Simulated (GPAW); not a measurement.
**A GW chain in GPAW: Cl (Cmce)**

Aim: the G0W0 gap of Cl (Cmce) on PBE, step by step.

Program: GPAW 26.7.0. Level of theory: PBE and many-body steps on it, plane waves. Results are calculated unless marked as measured.

Most raw output is cut from this account.

**1. Starting point**

It takes space group Cmce (No. 64, orthorhombic). Conventional cell: a = 6.290 Å, b = 4.500 Å, c = 8.210 Å, α = 90.00°, β = 90.00°, γ = 90.00°. Cl has 1 Cl at 2.02 Å nearest.

Structure file:

```
Cl
1.0
     3.14500   -2.25000    0.00000
     3.14500    2.25000    0.00000
     0.00000    0.00000    8.21000
Cl
4
Direct
  0.87000 0.13000 0.10000
  0.63000 0.37000 0.60000
  0.13000 0.87000 0.90000
  0.37000 0.63000 0.40000
```

The cell and positions come from the Crystallography Open Database and are kept as given unless a step says otherwise.

**2. Ground state**

This step: GPAW 26.7.0; DFT, PBE, plane waves, PAW.

The ground-state density comes first.

Contents of run.py:

```python
import json
import numpy as np
from gpaw.mpi import world
from ase import Atoms
from gpaw import GPAW, PW, FermiDirac

atoms = Atoms(['Cl', 'Cl', 'Cl', 'Cl'],
    cell=[[3.1450000000, -2.2500000000, 0.0000000000],
      [3.1450000000, 2.2500000000, 0.0000000000],
      [0.0000000000, 0.0000000000, 8.2100000000]],
    scaled_positions=[[0.8700000000, 0.1300000000, 0.1000000000],
      [0.6300000000, 0.3700000000, 0.6000000000],
      [0.1300000000, 0.8700000000, 0.9000000000],
      [0.3700000000, 0.6300000000, 0.4000000000]],
    pbc=(True, True, True))
calc = GPAW(mode=PW(450),
    xc='PBE',
    kpts={'size': (6, 6, 4), 'gamma': True},
    occupations=FermiDirac(0.001),
    nbands=-8,
    convergence={'density': 1e-6, 'bands': -3},
    maxiter=100,
    txt='gs.txt')
atoms.calc = calc
res = {'energy': atoms.get_potential_energy()}
kpts = calc.get_ibz_k_points()
res['kpts'] = kpts
res['eigenvalues'] = [calc.get_eigenvalues(kpt=k) for k in range(len(kpts))]
res['n_electrons'] = calc.get_number_of_electrons()
calc.write('gs.gpw')

if world.rank == 0:
    with open('result.json', 'w') as f:
        json.dump(res, f, default=lambda x: x.tolist())
```

Run with:

```
$ mpirun -n 4 gpaw python run.py
```

Wall time 14 s (4 MPI ranks of Intel Xeon Platinum 8488C (Sapphire Rapids), shared host); peak memory 0.73 GiB; 55 s of CPU time.

This step gave:

* total energy: -7.033 eV
* gap: 2.490 eV
* k of the valence top: 0.5, 0.5, 0
* k of the conduction bottom: 0, 0, 0
* least direct gap: 2.547 eV

The gap is indirect, with the least direct gap 0.06 eV higher.

**3. Bands along the symmetry lines**

Levels along a band path, at the cheap level, show where the edges lie and whether the meshes to come will hold them.

Contents of run.py:

```python
import json
import numpy as np
from gpaw.mpi import world
from gpaw import GPAW

path = [[0.000000, 0.000000, 0.000000],
    [0.062500, 0.062500, 0.000000],
    [0.125000, 0.125000, 0.000000],
    [0.187500, 0.187500, 0.000000],
    [0.250000, 0.250000, 0.000000],
    [0.312500, 0.312500, 0.000000],
    [0.375000, 0.375000, 0.000000],
    [0.437500, 0.437500, 0.000000],
    [0.500000, 0.500000, 0.000000],
    [0.484745, 0.515255, 0.000000],
    [0.469489, 0.530511, 0.000000],
    [0.454234, 0.545766, 0.000000],
    [0.438978, 0.561022, 0.000000],
    [0.423723, 0.576277, 0.000000],
    [0.408468, 0.591532, 0.000000],
    [0.393212, 0.606788, 0.000000],
    [0.377957, 0.622043, 0.000000],
    [-0.377957, 0.377957, 0.000000],
    [-0.330712, 0.330712, 0.000000],
    [-0.283468, 0.283468, 0.000000],
    [-0.236223, 0.236223, 0.000000],
    [-0.188978, 0.188978, 0.000000],
    [-0.141734, 0.141734, 0.000000],
    [-0.094489, 0.094489, 0.000000],
    [-0.047245, 0.047245, 0.000000],
    [0.000000, 0.000000, 0.000000],
    [0.000000, 0.000000, 0.062500],
    [0.000000, 0.000000, 0.125000],
    [0.000000, 0.000000, 0.187500],
    [0.000000, 0.000000, 0.250000],
    [0.000000, 0.000000, 0.312500],
    [0.000000, 0.000000, 0.375000],
    [0.000000, 0.000000, 0.437500],
    [0.000000, 0.000000, 0.500000],
    [-0.047245, 0.047245, 0.500000],
    [-0.094489, 0.094489, 0.500000],
    [-0.141734, 0.141734, 0.500000],
    [-0.188978, 0.188978, 0.500000],
    [-0.236223, 0.236223, 0.500000],
    [-0.283468, 0.283468, 0.500000],
    [-0.330712, 0.330712, 0.500000],
    [-0.377957, 0.377957, 0.500000],
    [0.377957, 0.622043, 0.500000],
    [0.393212, 0.606788, 0.500000],
    [0.408468, 0.591532, 0.500000],
    [0.423723, 0.576277, 0.500000],
    [0.438978, 0.561022, 0.500000],
    [0.454234, 0.545766, 0.500000],
    [0.469489, 0.530511, 0.500000],
    [0.484745, 0.515255, 0.500000],
    [0.500000, 0.500000, 0.500000],
    [0.500000, 0.500000, 0.437500],
    [0.500000, 0.500000, 0.375000],
    [0.500000, 0.500000, 0.312500],
    [0.500000, 0.500000, 0.250000],
    [0.500000, 0.500000, 0.187500],
    [0.500000, 0.500000, 0.125000],
    [0.500000, 0.500000, 0.062500],
    [0.500000, 0.500000, 0.000000],
    [0.000000, 0.000000, 0.000000],
    [0.000000, 0.062500, 0.000000],
    [0.000000, 0.125000, 0.000000],
    [0.000000, 0.187500, 0.000000],
    [0.000000, 0.250000, 0.000000],
    [0.000000, 0.312500, 0.000000],
    [0.000000, 0.375000, 0.000000],
    [0.000000, 0.437500, 0.000000],
    [0.000000, 0.500000, 0.000000],
    [0.000000, 0.500000, 0.062500],
    [0.000000, 0.500000, 0.125000],
    [0.000000, 0.500000, 0.187500],
    [0.000000, 0.500000, 0.250000],
    [0.000000, 0.500000, 0.312500],
    [0.000000, 0.500000, 0.375000],
    [0.000000, 0.500000, 0.437500],
    [0.000000, 0.500000, 0.500000],
    [0.000000, 0.437500, 0.500000],
    [0.000000, 0.375000, 0.500000],
    [0.000000, 0.312500, 0.500000],
    [0.000000, 0.250000, 0.500000],
    [0.000000, 0.187500, 0.500000],
    [0.000000, 0.125000, 0.500000],
    [0.000000, 0.062500, 0.500000],
    [0.000000, 0.000000, 0.500000],
    [0.062500, 0.062500, 0.500000],
    [0.125000, 0.125000, 0.500000],
    [0.187500, 0.187500, 0.500000],
    [0.250000, 0.250000, 0.500000],
    [0.312500, 0.312500, 0.500000],
    [0.375000, 0.375000, 0.500000],
    [0.437500, 0.437500, 0.500000],
    [0.500000, 0.500000, 0.500000]]
calc = GPAW('gs.gpw').fixed_density(kpts=path,
    symmetry='off',
    nbands=24,
    convergence={'bands': 20},
    txt='bands.txt')
res = {}
kpts = calc.get_ibz_k_points()
res['kpts'] = kpts
res['eigenvalues'] = [calc.get_eigenvalues(kpt=k) for k in range(len(kpts))]
res['n_electrons'] = calc.get_number_of_electrons()

if world.rank == 0:
    with open('result.json', 'w') as f:
        json.dump(res, f, default=lambda x: x.tolist())
```

Run with:

```
$ mpirun -n 4 gpaw python run.py
```

Run time: 21 s. Hardware: 4 MPI ranks; peak memory 0.83 GiB.

Numbers from this step:

```
gap                        : 2.478 eV
k of the valence top       : 0.5, 0.5, 0
k of the conduction bottom : -0.0945, 0.0945, 0
least direct gap           : 2.536 eV
```

The gap is 2.478 eV, −0.012 eV from the run before at this level.

The electronic bands at the labelled points (eV, zero at the top of the highest filled band):

```tsv
point	band 11	band 12	band 13	band 14	band 15	band 16	band 17	band 18
Γ	-0.70	-0.40	-0.15	-0.06	2.49	3.06	6.94	7.54
halfway	-0.70	-0.45	-0.37	-0.07	2.57	2.90	8.43	8.57
Y	-0.96	-0.89	-0.36	0.00	2.57	2.76	8.59	8.68
halfway	-0.93	-0.81	-0.31	0.00	2.57	2.77	8.39	8.93
F0	-0.84	-0.65	-0.21	-0.01	2.62	2.80	8.54	9.17
jump to Δ0	-0.84	-0.65	-0.21	-0.01	2.62	2.80	8.54	9.17
halfway	-0.39	-0.30	-0.24	-0.05	2.66	3.00	8.24	8.72
Γ	-0.70	-0.40	-0.15	-0.06	2.49	3.06	6.94	7.54
halfway	-0.70	-0.49	-0.13	-0.07	2.53	2.93	7.13	7.59
Z	-0.64	-0.64	-0.10	-0.10	2.69	2.69	7.48	7.48
halfway	-0.22	-0.22	-0.14	-0.14	2.79	2.79	8.33	8.33
B0	-0.40	-0.40	-0.40	-0.40	2.70	2.70	9.22	9.22
jump to G0	-0.40	-0.40	-0.40	-0.40	2.70	2.70	9.22	9.22
halfway	-0.61	-0.61	-0.44	-0.44	2.63	2.63	9.00	9.00
T	-0.70	-0.70	-0.46	-0.46	2.60	2.60	8.95	8.95
halfway	-0.85	-0.80	-0.47	-0.13	2.56	2.70	8.69	8.80
Y	-0.96	-0.89	-0.36	0.00	2.57	2.76	8.59	8.68
jump to Γ	-0.70	-0.40	-0.15	-0.06	2.49	3.06	6.94	7.54
halfway	-0.41	-0.30	-0.25	-0.15	2.56	3.00	7.92	8.19
S	-0.50	-0.50	-0.15	-0.15	2.87	2.87	8.31	8.31
halfway	-0.46	-0.46	-0.08	-0.08	2.82	2.82	8.42	8.42
R	-0.43	-0.43	0.00	0.00	2.77	2.77	8.54	8.54
halfway	-0.39	-0.39	-0.16	-0.16	2.78	2.78	8.07	8.07
Z	-0.64	-0.64	-0.10	-0.10	2.69	2.69	7.48	7.48
halfway	-0.71	-0.71	-0.18	-0.18	2.68	2.68	8.78	8.78
T	-0.70	-0.70	-0.46	-0.46	2.60	2.60	8.95	8.95
```

**4. Empty states on the mesh, 4×4×2 mesh, 76 bands**

The sums over transitions need many empty states on a uniform mesh; this step solves for them.

Contents of run.py:

```python
import json
import numpy as np
from gpaw.mpi import world
from gpaw import GPAW

calc = GPAW('gs.gpw').fixed_density(kpts={'size': (4, 4, 2), 'gamma': True},
    nbands=88,
    convergence={'bands': 76},
    txt='nscf.txt')
calc.write('full.gpw', mode='all')
res = {}
kpts = calc.get_ibz_k_points()
res['kpts'] = kpts
res['eigenvalues'] = [calc.get_eigenvalues(kpt=k) for k in range(len(kpts))]
res['n_electrons'] = calc.get_number_of_electrons()

if world.rank == 0:
    with open('result.json', 'w') as f:
        json.dump(res, f, default=lambda x: x.tolist())
```

Run with:

```
$ mpirun -n 4 gpaw python run.py
```

Elapsed: 14 s, on 4 MPI ranks; peak memory 0.79 GiB; 55 s of CPU time.

This step gave:

```
gap                                                           : 2.490 eV
k of the valence top                                          : 0.5, 0.5, 0
k of the conduction bottom                                    : 0, 0, 0
least direct gap                                              : 2.547 eV
k points computed                                             : 14
lowest point of the top converged band, above the valence top : 33.66 eV
```

On this mesh the gap is 2.490 eV.

**5. Screening and self-energy, 4×4×2 mesh, 66 bands, screening to 40 eV**

Now the one-shot GW correction: screening in the RPA, then the self-energy of the levels asked for.

This step: G0W0 on PBE, plane waves, PAW.

Contents of run.py:

```python
import json
import numpy as np
from gpaw.mpi import world
from gpaw.response.g0w0 import G0W0

gw = G0W0('full.gpw',
    filename='gw',
    kpts=[0, 12],
    bands=(12, 16),
    ecut=40,
    nbands=66,
    integrate_gamma='WS',
    ppa=True)
gw.calculate()
res = {mode: {k: v for k, v in r.items() if k != 'sigma_eskwn'}
       for mode, r in gw.all_results.items()}

if world.rank == 0:
    with open('result.json', 'w') as f:
        json.dump(res, f, default=lambda x: x.tolist())
```

Run with:

```
$ mpirun -n 4 gpaw python run.py
```

Wall time 15 s (4 MPI ranks); peak memory 0.92 GiB; 60 s of CPU time.

Numbers from this step:

* G0W0 gap on the points computed: 5.665 eV
* least direct G0W0 gap on the computed points: 5.716 eV
* Z at the valence top: 0.8114
* Z at the conduction bottom: 0.8188
* starting gap on the mesh: 2.490 eV
* k of the valence top: 0.5, 0.5, 0
* k of the conduction bottom: 0, 0, 0

The gap on the mesh goes from 2.49 eV to 5.66 eV, a correction of +3.17 eV.

Limits: finite bands, cutoff and mesh; coarse k mesh. v1 is the top filled band, c1 the lowest empty one. The levels before and after the correction (eV, zero at the valence-band top of each column):

```tsv
	conduction bottom	valence top
Kohn-Sham	2.49	0.00
G0W0	5.66	0.00
```

```tsv
	level	energy (eV)
Kohn-Sham	Γ v2	-0.146
Kohn-Sham	Γ v1	-0.056
Kohn-Sham	Γ c1	2.490
Kohn-Sham	Γ c2	3.055
Kohn-Sham	(0.5 0.5 0) v2	-0.361
Kohn-Sham	(0.5 0.5 0) v1	0.000
Kohn-Sham	(0.5 0.5 0) c1	2.568
Kohn-Sham	(0.5 0.5 0) c2	2.759
G0W0	Γ v2	-0.185
G0W0	Γ v1	-0.051
G0W0	Γ c1	5.665
G0W0	Γ c2	6.492
G0W0	(0.5 0.5 0) v2	-0.381
G0W0	(0.5 0.5 0) v1	0.000
G0W0	(0.5 0.5 0) c1	5.823
G0W0	(0.5 0.5 0) c2	6.089
```

**6. Where the time went**

Times are wall times on 4 MPI ranks of Intel Xeon Platinum 8488C (Sapphire Rapids), shared host, good to a factor of about two.

```tsv
step	time	share	memory (GiB)
ground state	14 s	22 %	0.73
bands along the symmetry lines	21 s	32 %	0.83
empty states on the mesh	14 s	22 %	0.79
screening and self-energy	15 s	24 %	0.92
```

**7. Summary of results**

```json
{"PBE gap": "2.48 eV, indirect", "G0W0 gap on the mesh": "5.66 eV", "GW settings": "4×4×2 mesh, 66 bands, screening to 40 eV, Godby-Needs plasmon pole", "known limits": "not at the basis limit; coarse k mesh"}
```

**Reading.** G0W0 moves the gap on the mesh from 2.49 eV to 5.66 eV (+3.17 eV), with Z of 0.81 and 0.82 at the edges. Only 2 of the mesh's irreducible points were corrected, so a valley elsewhere could overtake. Bands and cutoff are finite, so the gap is not at the basis limit. The miss can reach some tenths of an eV and take either sign; the mesh is an error of its own. These stock PAW sets were not made for GW. In the G0W0 run levels were corrected at 2 k points alone, so a gap called «on the mesh» is the least over those, and an edge elsewhere would be missed. The 4×4×2 mesh is coarse for this cell, which bears on the long-range parts of exchange and screening.

[Paths, hosts, dates, memory and timing lines, banners, echoed tables and standing remarks are left out of the program output.]

[Logs are printed without paths, hosts, clocks, repeated set-up lines and the standing remarks that a program may print on its own settings, such as how far it seeks lower states.]

[Runs of the session that timed out or met a known fault of the program may be left out.]

[Hosts, paths, dates, database ids (printed as entryN), source tags and the programs' standing remarks are cut or masked in the printed files.]
